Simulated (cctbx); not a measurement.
**V2CdP2: solution and refinement**

Cell a = 3.5960 Å, b = 3.5960 Å, c = 11.6570 Å, α = 90.00°, β = 90.00°, γ = 90.00°; space group I4/mmm (no. 139); content Cd2 V4 P4.

Simulated single-crystal data (cctbx): synchrotron X-rays, λ = 0.4959 Å, to d = 0.77 Å, 70 % of the full sphere, strongest reflection 20000 counts, noise from counting, a 2 % proportional error and a noise floor of 8 counts (s.d.); no absorption.

1 earlier start (other random phases, and plain and normalised amplitudes in turn) led nowhere (symmetry correlation 0.88).

Charge flipping in P1 on plain amplitudes to 0.9 Å, δ = 1.1 σ, 10 % of the reflections treated as weak, 200 cycles:

```text
cycle      R  skewness
    0  0.508     0.39
   16  0.202     4.02
   32  0.239     3.37
   48  0.242     3.28
   64  0.230     3.18
   80  0.246     3.23
   96  0.233     3.16
  112  0.224     3.07
  128  0.234     3.14
  144  0.243     3.09
  160  0.241     3.24
  176  0.254     3.15
  192  0.237     3.17
origin shift          correlation  skewness
 0.145  0.405  0.459      0.998      6.68
 0.175  0.375  0.277      0.952      5.10
 0.177  0.873  0.206      0.901      6.16
 0.175  0.873  0.465      0.876      2.31
taken: symmetry correlation 0.998, skewness 6.68
peak      x       y       z  mult  height/sigma
Q1    0.0000  0.0000  0.0000    2     15.8
Q2    0.0000  0.5000  0.2500    4      7.1
Q3    0.0000  0.0000  0.3643    4      4.0
Q4    0.0000  0.5000  0.0000    4      0.5
Q5    0.1355  0.1355  0.2583   16      0.4
Q6    0.0000  0.0000  0.0926    4      0.3
Q7    0.0000  0.1925  0.4572   16      0.3
Q8    0.0000  0.5000  0.3737    8      0.2
```

The origin is taken among those within 0.04 of the best correlation, by the skewness of the map.

Run time: 0.5 s on 1 thread of Arm Neoverse N1 (shared host), peak memory 0.07 GiB.

Q: Assign the peaks.

Heights go roughly as Z and multiplicities must add up to the content. First model: Q1 = Cd1 (2 in the cell, height 15.8), Q2 = V1 (4 in the cell, height 7.1) and Q3 = P1 (4 in the cell, height 4.0). Against the true structure, Q1 is Cd, Q2 is V and Q3 is P; the other peaks are not atoms.

Least squares on F², isotropic:

```text
Rint 0.023, 75 unique reflections to 0.77 A
cycle     R1     wR2    GooF  max shift (A)
   1  0.0722  0.1940  13.526   0.00123
   2  0.0355  0.0905   6.311   0.00002
final R1 0.0355 wR2 0.0905 GooF 6.311  parameters 4  data/parameter 18.8
atom        x        y        z      Ueq    occ   su(xyz)  su(Uiso or U11)
Cd1    0.00000  0.00000  0.00000   0.0157  1.000  0.00000  0.0006
V1     0.00000  0.50000  0.25000   0.0169  1.000  0.00000  0.0008
P1     0.00000  0.00000  0.36420   0.0309  1.000  0.00047  0.0013
difference map: max 4.26 min -2.12 rms 0.32
Q1    0.0000  0.0000  0.0422    4    4.36  0.49 A from Cd1
Q2    0.0000  0.1312  0.3620   16    1.03  0.47 A from P1
Q3    0.0000  0.2833  0.0000    8    0.67  1.02 A from Cd1
Q4    0.0000  0.0000  0.1278    4    0.61  1.49 A from Cd1
Q5    0.0000  0.0000  0.2700    4    0.46  1.10 A from P1
```

Anisotropic refinement:

```text
Rint 0.023, 75 unique reflections to 0.77 A
cycle     R1     wR2    GooF  max shift (A)
   1  0.0355  0.0905   6.450   0.00054
   2  0.0067  0.0135   0.965   0.00000
final R1 0.0067 wR2 0.0135 GooF 0.965  parameters 7  data/parameter 10.7
atom        x        y        z      Ueq    occ   su(xyz)  su(Uiso or U11)
Cd1    0.00000  0.00000  0.00000   0.0158  1.000  0.00000  0.0001
V1     0.00000  0.50000  0.25000   0.0169  1.000  0.00000  0.0002
P1     0.00000  0.00000  0.36425   0.0307  1.000  0.00007  0.0003
difference map: max 0.20 min -0.21 rms 0.05
Q1    0.0000  0.0000  0.1283    4    0.20  1.50 A from Cd1
Q2    0.1396  0.1396  0.0798   16    0.16  1.17 A from Cd1
Q3    0.0000  0.2263  0.0000    8    0.14  0.81 A from Cd1
Q4    0.0000  0.0000  0.3315    4    0.13  0.38 A from P1
Q5    0.0000  0.3165  0.1681   16    0.13  1.16 A from V1
Q6    0.0000  0.0000  0.5000    2    0.11  1.58 A from P1
```

**Reading.** The refinement ends at R1 = 0.0067, wR2 = 0.0135, GooF = 0.96, with difference density between -0.21 and 0.20 e/Å³. Every site matches the true model in element, within 0.001 Å r.m.s., up to an allowed shift of origin.

True model:

| atom | mult. | x | y | z | Ueq (Å²) |
| --- | --- | --- | --- | --- | --- |
| Cd1 | 2 | 0 | 0 | 0 | 0.0159 |
| V1 | 4 | 0 | 1/2 | 1/4 | 0.0170 |
| P1 | 4 | 1/2 | 1/2 | 0.1358 | 0.0307 |

The model is made up (kin elements in a known structure type, no relaxation), so it says nothing on whether the phase exists.

[Middle refinement cycles are left out of these outputs.]

[Logs are printed without paths, hosts, clocks, repeated set-up lines and the standing remarks that a program may print on its own settings, such as how far it seeks lower states.]
